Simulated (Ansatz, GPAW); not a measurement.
# Work function of a 7-layer slab of Re(0001) at several levels

Aim: the work function of both faces of a 7-layer slab of Re(0001), and its spread over functionals and bases.

Program: GPAW 26.7.0 and Ansatz 0.2.0. Level of theory: Ansatz plane waves; slab in vacuum with a dipole correction, relaxation, in the first sound run; inputs show where later runs differ. Results are calculated unless marked as measured.

### Step 1. Set-up

The cell holds 7 atoms: 7 Re. Its edges and angles: a = 2.760 Å, b = 2.760 Å, c = 29.372 Å, α = 90.0°, β = 90.0°, γ = 60.0°. Vacuum lies along c.

### Step 2. Relaxation

The atoms are relaxed first, since the surface dipole, and with it the work function, follows the positions of the outer layers. The lowest 3 atoms are held at bulk positions and keep their forces.

input.yaml

```yaml
crystal:
  lattice:
    - [2.76, 0.0, 0.0]
    - [1.38, 2.3902301144, 0.0]
    - [0.0, 0.0, 29.3722]
  atoms:
    - { symbol: Re, position: [0.0, 0.0, 0.2723663873] }
    - { symbol: Re, position: [0.6666666667, 0.6666666667, 0.3482442582] }
    - { symbol: Re, position: [0.0, 0.0, 0.4241221291] }
    - { symbol: Re, position: [0.6666666667, 0.6666666667, 0.5] }
    - { symbol: Re, position: [0.0, 0.0, 0.5758778709] }
    - { symbol: Re, position: [0.6666666667, 0.6666666667, 0.6517557418] }
    - { symbol: Re, position: [0.0, 0.0, 0.7276336127] }
kpoints:
  mp_grid: { grid: [13, 13, 1] }
hamiltonian:
  xc: pbe
scf:
  occupations: { method: fermi_dirac, width: 0.1 }
efield:
  axis: 3
  dipole_correction: true
  ramp_width: 0.05
relax:
  f_tol: 0.02
  max_steps: 60
  constraints: [{ sites: [0, 1, 2] }]
output:
  write_potential: true
  write_density: true
  volumetric_format: npy
```

The run is started by

```bash
> ansatz run input.yaml --threads 4 --pin off --max-ram 8192MiB --backend cpu --events-out ev --progress --plain --runs-dir out
```

Numbers of over 12 decimals in the logs are rounded to 6 here.

Log:

```text
Engine: ansatz 0.2.0, aarch64-unknown-linux-gnu
Pseudopotentials: kind: paw
Pseudopotential: Re, paw, valence charge 15, recommended cutoff 420 eV (normal), Re.paw.azcp
Functional definition: PBE
  parameter kappa = 0.804
  parameter beta = 0.066725
  exchange = pbe_x(kappa = kappa, mu = beta*pi^2/3)
  correlation = pbe_c(beta = beta)
Crystal: 7 atoms, lattice volume = 193.769 Å³
Basis set: ecut = 420 eV, 3789 PW (Γ), exchange–correlation on 40×40×400 points (8 copies of the dense FFT grid, shifted against one another)
Bands: 63, of which v1, the nominal top of the filled ones, is band 53 counted from 1 (52 counted from 0)
Symmetry: 6 space group operations
k-points: 21 of 169 (time reversal used)
Non-local potential: Re, projectors of the file, l = 0: 3, l = 1: 2, l = 2: 2, l = 3: 1
PAW form: soft (Blöchl's): semilocal exchange-correlation on the pseudo side does not see the compensation charge
PAW one-centre angular grid: Re, 590 points (default); XC on 64 Gauss nodes
Initial density: superposition of atomic densities (neutral atoms: chi_scale 0, normalization atom), corrected by the library's trained network
Initial wavefunctions: pseudopotential atomic-orbital guess
Functional: x = pbe(κ = 0.804, μ = 0.219515), c = pbe(β = 0.066725)
SCF iter   1: F=—  HF=-76074.332919 eV  |F-HF|=—  |Δ(HF+E_count)|=         —  Δρ=9.06e-3  dr2=1.86e0  ethr=1.77e-3  p=-0.000 e·Å  D=-8.48e-14 V/Å  ΔV_dip=0.00 eV  dr2_dipole=8.44e-6  V_vac-E_F(+/−)=4.98/4.98 eV  ⟨swp⟩=7.8  Hψ=6120  notcnv=0
efield: sawtooth ramp at fractional position 0.9750 (placed from the atoms, in the widest stretch of the axis that holds none; the zero of the levels goes with the place), width 0.0500; the density the first Hamiltonian is built on has a dipole p = -0.000 e·Å; the dipole correction subtracts the counter field D = -8.48e-14 V/Å, which shifts the + side's vacuum level by +0.00 eV against the − side's; the planar-averaged density in the ramp window peaks in size at 3.4e-5 e/Å³
preconditioner: auto → LDOS  [metal: Δε(μ)=0.051 eV  Ē_g=5.157 eV  σ=0.100 eV  W_gap=0.13  n_scr=22 (ndim 8)  ℏωp=18.7 eV  f_vac=0.421  D(μ)=6.30/eV (n_scr^D=22)  β→1.0]
SCF iter   2: F=—  HF=-76074.302550 eV  |F-HF|=—  |Δ(HF+E_count)|=   3.04e-2  Δρ=2.99e-3  dr2=8.27e-2  ethr=1.77e-3  p=-0.000 e·Å  D=-1.51e-6 V/Å  ΔV_dip=0.00 eV  dr2_dipole=2.52e-5  V_vac-E_F(+/−)=4.97/4.97 eV  ⟨swp⟩=2.0  Hψ=1608  notcnv=0  defer=1
SCF iter   3: F=—  HF=-76074.297674 eV  |F-HF|=—  |Δ(HF+E_count)|=   4.88e-3  Δρ=1.11e-3  dr2=9.33e-3  ethr=7.88e-5  p=-0.000 e·Å  D=-2.38e-6 V/Å  ΔV_dip=0.00 eV  dr2_dipole=5.26e-7  V_vac-E_F(+/−)=5.03/5.03 eV  ⟨swp⟩=2.5  Hψ=2229  notcnv=0  defer=13
SCF iter   4: F=—  HF=-76074.296111 eV  |F-HF|=—  |Δ(HF+E_count)|=   1.56e-3  Δρ=2.57e-4  dr2=1.97e-4  ethr=8.89e-6  p=0.000 e·Å  D=6.50e-7 V/Å  ΔV_dip=-0.00 eV  dr2_dipole=1.23e-7  V_vac-E_F(+/−)=5.02/5.02 eV  ⟨swp⟩=2.5  Hψ=2059  notcnv=0  defer=6
SCF iter   5: F=—  HF=-76074.296113 eV  |F-HF|=—  |Δ(HF+E_count)|=   1.62e-6  Δρ=8.59e-5  dr2=2.59e-5  ethr=1.88e-7  p=0.000 e·Å  D=1.25e-7 V/Å  ΔV_dip=-0.00 eV  dr2_dipole=3.67e-9  V_vac-E_F(+/−)=5.02/5.02 eV  ⟨swp⟩=2.9  Hψ=2488  notcnv=0  defer=2
SCF iter   6: F=-76074.296115 eV  HF=-76074.296118 eV  |F-HF|=2.89e-6  |Δ(HF+E_count)|=   5.09e-6  Δρ=2.78e-5  dr2=5.63e-6  ethr=9.52e-9  p=0.000 e·Å  D=1.11e-7 V/Å  ΔV_dip=-0.00 eV  dr2_dipole=6.93e-11  V_vac-E_F(+/−)=5.02/5.02 eV  ⟨swp⟩=13.6  Hψ=12537  notcnv=0
SCF 1 converged in 6 iterations: F = -76074.296115 eV  dr2 = 5.63e-6
  Residual-converged pass: ⟨swp⟩=1.0  Hψ=1407  notcnv=0  max |occ|·‖R‖ = 7.1e-9 eV (tolerance 1.0e-8 eV)  dr2=5.63e-6  dr2_onsite=7.11e-9  max |Δocc| = 1.6e-10
  greatest PAW one-centre occupation: 1.000 electrons in one spin orbital (limit 2), on the Re atom at site 2 (counted from 0), in its partial waves of l = 0
relax step   1: F+E_penalty+E_count = -76074.29611478 eV  Δ(F+E_penalty+E_count) = +0.000e0 eV  max|allowed force component| = 1.233e0 eV/Å  Δτ_max = 0.0000 Å  (6 SCF iters, dr2 threshold 1.00e-5 eV, accepted)
Initial density: handed on by an earlier stage of this run
Initial wavefunctions: those handed on with the density
SCF iter   1: F=—  HF=-76074.431405 eV  |F-HF|=—  |Δ(HF+E_count)|=         —  Δρ=1.43e-2  dr2=5.79e0  ethr=3.10e-3  p=0.000 e·Å  D=1.27e-7 V/Å  ΔV_dip=-0.00 eV  dr2_dipole=1.67e0  V_vac-E_F(+/−)=5.02/5.02 eV  ⟨swp⟩=5.5  Hψ=3405  notcnv=0  defer=5
efield: sawtooth ramp at fractional position 0.9750 (handed on by an earlier solve), width 0.0500; the density the first Hamiltonian is built on has a dipole p = 0.000 e·Å; the dipole correction subtracts the counter field D = 1.27e-7 V/Å, which shifts the + side's vacuum level by -0.00 eV against the − side's; the planar-averaged density in the ramp window peaks in size at 1.3e-6 e/Å³
preconditioner: auto → LDOS  [metal: Δε(μ)=0.010 eV  Ē_g=5.211 eV  σ=0.100 eV  W_gap=0.02  n_scr=22 (ndim 8)  ℏωp=18.7 eV  f_vac=0.423  D(μ)=5.94/eV (n_scr^D=22)  β→1.0]
SCF iter   2: F=—  HF=-76074.335081 eV  |F-HF|=—  |Δ(HF+E_count)|=   9.63e-2  Δρ=8.72e-3  dr2=5.48e-1  ethr=3.10e-3  p=0.009 e·Å  D=8.62e-3 V/Å  ΔV_dip=-0.25 eV  dr2_dipole=4.84e-2  V_vac-E_F(+/−)=4.75/5.01 eV  ⟨swp⟩=2.0  Hψ=2161  notcnv=0  defer=12
SCF iter   3: F=—  HF=-76074.259852 eV  |F-HF|=—  |Δ(HF+E_count)|=   7.52e-2  Δρ=2.60e-3  dr2=7.59e-2  ethr=5.22e-4  p=0.003 e·Å  D=2.75e-3 V/Å  ΔV_dip=-0.08 eV  dr2_dipole=6.52e-3  V_vac-E_F(+/−)=4.93/5.01 eV  ⟨swp⟩=3.0  Hψ=2348  notcnv=0  defer=12
SCF iter   4: F=—  HF=-76074.249172 eV  |F-HF|=—  |Δ(HF+E_count)|=   1.07e-2  Δρ=5.50e-4  dr2=4.12e-3  ethr=7.22e-5  p=0.006 e·Å  D=5.25e-3 V/Å  ΔV_dip=-0.15 eV  dr2_dipole=1.19e-3  V_vac-E_F(+/−)=4.86/5.01 eV  ⟨swp⟩=2.6  Hψ=2023  notcnv=0  defer=12
SCF iter   5: F=—  HF=-76074.248947 eV  |F-HF|=—  |Δ(HF+E_count)|=   2.25e-4  Δρ=1.44e-4  dr2=1.14e-4  ethr=3.92e-6  p=0.007 e·Å  D=6.08e-3 V/Å  ΔV_dip=-0.18 eV  dr2_dipole=1.50e-6  V_vac-E_F(+/−)=4.83/5.01 eV  ⟨swp⟩=2.0  Hψ=1795  notcnv=0  defer=12
SCF iter   6: F=-76074.248949 eV  HF=-76074.248953 eV  |F-HF|=3.83e-6  |Δ(HF+E_count)|=   5.45e-6  Δρ=4.33e-5  dr2=6.69e-6  ethr=9.05e-8  p=0.007 e·Å  D=6.56e-3 V/Å  ΔV_dip=-0.19 eV  dr2_dipole=1.91e-6  V_vac-E_F(+/−)=4.82/5.01 eV  ⟨swp⟩=12.5  Hψ=14016  notcnv=0
SCF 2 converged in 6 iterations: F = -76074.248949 eV  dr2 = 6.69e-6
  greatest PAW one-centre occupation: 1.000 electrons in one spin orbital (limit 2), on the Re atom at site 5 (counted from 0), in its partial waves of l = 0
[...]
SCF iter   5: F=—  HF=-76074.360327 eV  |F-HF|=—  |Δ(HF+E_count)|=   1.25e-3  Δρ=2.19e-4  dr2=4.04e-4  ethr=7.52e-6  p=0.005 e·Å  D=4.29e-3 V/Å  ΔV_dip=-0.13 eV  dr2_dipole=9.46e-7  V_vac-E_F(+/−)=4.89/5.02 eV  ⟨swp⟩=2.0  Hψ=1910  notcnv=0  defer=10
SCF iter   6: F=—  HF=-76074.360245 eV  |F-HF|=—  |Δ(HF+E_count)|=   8.18e-5  Δρ=6.20e-5  dr2=3.87e-5  ethr=3.85e-7  p=0.004 e·Å  D=4.03e-3 V/Å  ΔV_dip=-0.12 eV  dr2_dipole=1.80e-6  V_vac-E_F(+/−)=4.90/5.01 eV  ⟨swp⟩=2.4  Hψ=2270  notcnv=0  defer=10
SCF iter   7: F=—  HF=-76074.360140 eV  |F-HF|=—  |Δ(HF+E_count)|=   1.05e-4  Δρ=2.00e-5  dr2=2.12e-6  ethr=3.69e-8  p=0.004 e·Å  D=3.84e-3 V/Å  ΔV_dip=-0.11 eV  dr2_dipole=6.62e-8  V_vac-E_F(+/−)=4.90/5.01 eV  ⟨swp⟩=2.1  Hψ=1985  notcnv=0  defer=10
SCF iter   8: F=—  HF=-76074.360140 eV  |F-HF|=—  |Δ(HF+E_count)|=   2.25e-7  Δρ=7.45e-6  dr2=1.50e-7  ethr=2.01e-9  p=0.004 e·Å  D=3.77e-3 V/Å  ΔV_dip=-0.11 eV  dr2_dipole=1.71e-8  V_vac-E_F(+/−)=4.90/5.01 eV  ⟨swp⟩=3.1  Hψ=2477  notcnv=0  defer=9
SCF iter   9: F=-76074.360140 eV  HF=-76074.360140 eV  |F-HF|=4.80e-10  |Δ(HF+E_count)|=   2.34e-8  Δρ=2.29e-6  dr2=2.44e-8  ethr=9.52e-11  p=0.004 e·Å  D=3.76e-3 V/Å  ΔV_dip=-0.11 eV  dr2_dipole=1.48e-10  V_vac-E_F(+/−)=4.90/5.01 eV  ⟨swp⟩=11.3  Hψ=10551  notcnv=0
SCF 3 converged in 9 iterations: F = -76074.360140 eV  dr2 = 2.44e-8
relax step   3: F+E_penalty+E_count = -76074.36013963 eV  Δ(F+E_penalty+E_count) = -6.402e-2 eV  max|allowed force component| = 2.441e-1 eV/Å  Δτ_max = 0.0914 Å  (9 SCF iters, accepted)
[...]
relax step   4: F+E_penalty+E_count = -76074.36349990 eV  Δ(F+E_penalty+E_count) = -3.360e-3 eV  max|allowed force component| = 7.055e-2 eV/Å  Δτ_max = 0.0422 Å  (6 SCF iters, dr2 threshold 3.72e-6 eV, accepted)
SCF iter   1: F=—  HF=-76074.364259 eV  |F-HF|=—  |Δ(HF+E_count)|=         —  Δρ=6.99e-4  dr2=9.78e-3  ethr=3.78e-5  p=0.003 e·Å  D=2.69e-3 V/Å  ΔV_dip=-0.08 eV  dr2_dipole=5.67e-3  V_vac-E_F(+/−)=4.93/5.01 eV  ⟨swp⟩=2.1  Hψ=2173  notcnv=0  defer=14
efield: sawtooth ramp at fractional position 0.9750 (handed on by an earlier solve), width 0.0500; the density the first Hamiltonian is built on has a dipole p = 0.003 e·Å; the dipole correction subtracts the counter field D = 2.69e-3 V/Å, which shifts the + side's vacuum level by -0.08 eV against the − side's; the planar-averaged density in the ramp window peaks in size at 1.6e-6 e/Å³
preconditioner: auto → LDOS  [metal: Δε(μ)=0.016 eV  Ē_g=5.166 eV  σ=0.100 eV  W_gap=0.04  n_scr=22 (ndim 8)  ℏωp=18.7 eV  f_vac=0.422  D(μ)=6.03/eV (n_scr^D=22)  β→1.0]
SCF iter   2: F=—  HF=-76074.364163 eV  |F-HF|=—  |Δ(HF+E_count)|=   9.62e-5  Δρ=4.92e-4  dr2=1.91e-3  ethr=9.32e-6  p=0.003 e·Å  D=2.93e-3 V/Å  ΔV_dip=-0.09 eV  dr2_dipole=7.74e-5  V_vac-E_F(+/−)=4.93/5.01 eV  ⟨swp⟩=2.1  Hψ=1982  notcnv=0  defer=14
SCF iter   3: F=—  HF=-76074.363934 eV  |F-HF|=—  |Δ(HF+E_count)|=   2.29e-4  Δρ=8.62e-5  dr2=8.00e-5  ethr=1.82e-6  p=0.003 e·Å  D=2.92e-3 V/Å  ΔV_dip=-0.09 eV  dr2_dipole=2.25e-5  V_vac-E_F(+/−)=4.93/5.01 eV  ⟨swp⟩=2.0  Hψ=1877  notcnv=0  defer=14
SCF iter   4: F=—  HF=-76074.363794 eV  |F-HF|=—  |Δ(HF+E_count)|=   1.40e-4  Δρ=2.93e-5  dr2=5.45e-6  ethr=7.62e-8  p=0.003 e·Å  D=2.89e-3 V/Å  ΔV_dip=-0.08 eV  dr2_dipole=5.24e-7  V_vac-E_F(+/−)=4.93/5.01 eV  ⟨swp⟩=3.0  Hψ=2408  notcnv=0  defer=14
SCF iter   5: F=—  HF=-76074.363794 eV  |F-HF|=—  |Δ(HF+E_count)|=   2.19e-7  Δρ=9.29e-6  dr2=5.57e-7  ethr=5.19e-9  p=0.003 e·Å  D=2.88e-3 V/Å  ΔV_dip=-0.08 eV  dr2_dipole=6.01e-9  V_vac-E_F(+/−)=4.93/5.01 eV  ⟨swp⟩=2.3  Hψ=2007  notcnv=0  defer=14
SCF iter   6: F=-76074.363794 eV  HF=-76074.363794 eV  |F-HF|=1.32e-8  |Δ(HF+E_count)|=   1.14e-7  Δρ=2.33e-6  dr2=1.85e-8  ethr=9.52e-11  p=0.003 e·Å  D=2.87e-3 V/Å  ΔV_dip=-0.08 eV  dr2_dipole=1.24e-11  V_vac-E_F(+/−)=4.93/5.01 eV  ⟨swp⟩=12.0  Hψ=10935  notcnv=0
SCF 5 converged in 6 iterations: F = -76074.363794 eV  dr2 = 1.85e-8
relax step   5: F+E_penalty+E_count = -76074.36379396 eV  Δ(F+E_penalty+E_count) = -2.941e-4 eV  max|allowed force component| = 5.653e-3 eV/Å  Δτ_max = 0.0056 Å  (6 SCF iters, accepted)
NSCF: frozen V_eff on 21 k-points
the band table was solved once a step of the walk had ended and its energy, with any forces and stress, was formed, with the checks that follow a solve (6357 applications of the Hamiltonian). They found nothing against the state; the energy, forces and stress were not computed again (output.eigenvalues in the input reference)
WARN: The output density's exchange-correlation potential varies sharply where the density is thin. Do not read a vacuum level from v_tot or v_xc, or from such a field of the output density. On a cell that repeats whose density bears no net charge and no dipole along the vacuum's axis use v_es (v_loc + v_h of the components); under efield.dipole_correction with no amplitude use v_es + v_field, which holds any externa [...]
SCF converged after 6 iterations
Free energy (F): -76074.363794 eV
Harris-Foulkes:  -76074.363794 eV  (|F-HF|=1.32e-8)
Internal energy: -76074.166894 eV  (E = F + TS)
E sigma→0 (E₀):  -76074.265344 eV
Entropy (-TS):   -0.196900 eV (-28.129 meV/atom)
Fermi energy:    10.522477 eV
Dipole field:    D = 0.002875 V/Å  (p = 0.003078 e·Å, saw-weighted, corrected)
Work function:   Φ+ = 4.9291 eV   Φ− = 5.0135 eV
Levels:          The Fermi level and band energies are counted from a zero that moves with the ramp; work functions are not
--- Per-component energies (eV) ---
  E_band       = -1912.753594
  E_kinetic    = 3779.971027
  E_local      = -168830.029178  (includes V_loc(G=0)·N_el)
  E_nonlocal   = 342.385560
  E_hartree    = 82961.254193
  E_xc         = -2823.721427
  E_vxc        = -2123.116597  (∫ρ·V_xc dr)
  E_paw        = -60613.264857  (= ΣΔE_a)
  E_vpaw       = -1004.476154  (= ΣTr[D̂ρ^β])
  E_aug_tail   = -0.000533  (compensation charges beyond the density's cutoff)
  E_efield     = 0.000004  (sawtooth field / dipole correction)
  E_vefield    = -0.007892  (∫n·V_field dr)
  E_ewald      = 69109.238316
  E_smearing   = -0.196900  (= −TS)
  E_closure    = 0.000000  (closes the sum)
  Σ components = -76074.363794   (vs F -76074.363794, Δ=0.00e0)
--- Forces (eV/Å), atoms counted from 1 ---
  atom   1  Re     0.00000000     0.00000000     0.77855168
  atom   2  Re    -0.00000000    -0.00000000    -1.07499006
  atom   3  Re     0.00000000     0.00000000     0.29948466
  atom   4  Re    -0.00000000    -0.00000000     0.00046833
  atom   5  Re     0.00000000     0.00000000    -0.00565252
  atom   6  Re    -0.00000000    -0.00000000     0.00435045
  atom   7  Re     0.00000000     0.00000000    -0.00217330
  max |Σ_I F_I| component: 3.92e-5 eV/Å
--- Band table (eV; the first three rows and the last of 21) ---
  k-point 0: bands = [... 49 lower, 9.2467, 9.4658, 9.4658, 9.5776, 9.6644, 9.6644, 10.6413, 10.9937, ... 6 higher]
  k-point 1: bands = [... 49 lower, 9.3094, 9.4283, 9.4623, 9.6416, 9.7804, 9.8659, 10.2996, 10.4546, ... 6 higher]
  k-point 2: bands = [... 49 lower, 9.5675, 9.5748, 9.6565, 9.7876, 9.9394, 10.0381, 10.0421, 10.4442, ... 6 higher]
  k-point 20: bands = [... 49 lower, 9.0807, 10.2474, 10.2931, 10.5081, 11.3494, 12.3717, 12.5401, 12.8327, ... 6 higher]
--- Relaxed structure (5 steps of the walk, 4 accepted, 0 SCFs on fresh bases) ---
  F+E_penalty+E_count = -76074.36379396 eV   max|allowed force component| = 5.653e-3 eV/Å
  atoms:
    - { symbol: Re, position: [0, 0, 0.2723663873] }
    - { symbol: Re, position: [0.666667, 0.666667, 0.3482442582] }
    - { symbol: Re, position: [0, 0, 0.4241221291] }
    - { symbol: Re, position: [0.666667, 0.666667, 0.501304] }
    - { symbol: Re, position: [7.379157453313937e-19, 0, 0.576815] }
    - { symbol: Re, position: [0.666667, 0.666667, 0.655548] }
    - { symbol: Re, position: [1.612735219207433e-19, 0, 0.727838] }
```

Elapsed: 31 s, on 4 threads of Arm Neoverse V1, shared host; peak memory 0.64 GiB; 2 min of CPU time.

Step by step:

| step | energy less that of the first step (eV) | largest force component (eV/Å) |
| --- | --- | --- |
| 1 | 0.0000 | 1.2332 |
| 2 | 0.0472 | 1.7906 |
| 3 | -0.0640 | 0.2441 |
| 4 | -0.0674 | 0.0706 |
| 5 | -0.0677 | 0.0057 |

Relaxation step 2 was tried and not accepted.

Forces are held to the 6 operations that the run works with; a distortion that breaks them can't arise in this run.

The atoms that moved most (Å):

| atom | dx | dy | dz | length |
| --- | --- | --- | --- | --- |
| Re6 | 0.000 | 0.000 | 0.111 | 0.111 |
| Re4 | 0.000 | 0.000 | 0.038 | 0.038 |
| Re5 | 0.000 | 0.000 | 0.028 | 0.028 |
| Re7 | 0.000 | 0.000 | 0.006 | 0.006 |

This step gave:

```
free energy             : -76074.3638 eV
smearing term TS        : 0.1969 eV
symmetry operations     : 6
upper work function     : 4.929 eV
lower work function     : 5.013 eV
dipole along the normal : 0.003078 e·Å
dipole field            : 0.002875 V/Å
vacuum level above      : 15.45 eV
vacuum level below      : 15.54 eV
```

The electrostatic potential energy of an electron (with the applied field's), less the Fermi level, planar mean oscillates, so the rows of the table below give means over windows of 2.2 Å about each position, cut where the curve ends. Its maxima inside the range that stand out by 2 % of the span (Å: eV): 9.1: -2.20, 11.3: -2.34, 13.7: -2.00, 15.9: -2.31, 18.1: -1.55, 20.3: -3.34. Its minima: 7.9: -24.2, 10.3: -24.5, 12.5: -24.4, 14.7: -24.4, 16.9: -24.3, 19.2: -24.5, 21.4: -24.2.

Table of electrostatic potential energy of an electron (with the applied field's), less the Fermi level, planar mean by z; means over each step:

| z (Å) | electrostatic potential energy of an electron (with the applied field's), less the Fermi level, planar mean (eV) |
| --- | --- |
| 1.10 | 5.01 |
| 3.30 | 5.01 |
| 5.50 | 4.59 |
| 7.70 | -12.6 |
| 9.90 | -13.6 |
| 12.10 | -13.5 |
| 14.30 | -13.3 |
| 16.50 | -13.5 |
| 18.70 | -13.0 |
| 20.90 | -14.0 |
| 23.10 | 1.96 |
| 25.30 | 4.92 |
| 27.50 | 4.93 |

The valence density, planar mean oscillates, so the rows of the table below give means over windows of 2.2 Å about each position, cut where the curve ends. Its maxima inside the range that stand out by 2 % of the span (Å: e/Å³): 7.9: 1.80, 10.3: 1.81, 12.5: 1.82, 14.7: 1.81, 16.9: 1.81, 19.2: 1.82, 21.4: 1.80. Its minima: 9.1: 0.385, 11.3: 0.380, 13.7: 0.365, 15.9: 0.387, 18.1: 0.339, 20.3: 0.444.

Valence density, planar mean against z; means over each step:

| z (Å) | valence density, planar mean (e/Å³) |
| --- | --- |
| 3.30 | 5.9e-5 |
| 5.50 | 0.0145 |
| 7.70 | 0.957 |
| 9.90 | 1.03 |
| 12.10 | 1.02 |
| 14.30 | 1.01 |
| 16.50 | 1.03 |
| 18.70 | 0.992 |
| 20.90 | 1.06 |
| 23.10 | 0.117 |
| 25.30 | 4.1e-4 |
| 27.50 | 0 |

The relaxation lowered the energy of the cell by 0.0677 eV.

(Continued in part 2 of 3.)

[Logs are printed without paths, hosts, clocks, repeated set-up lines and the standing remarks that a program may print on its own settings, such as how far it seeks lower states.]

[Hosts, paths, dates, database ids (printed as entryN), source tags and the programs' standing remarks are cut or masked in the printed files.]
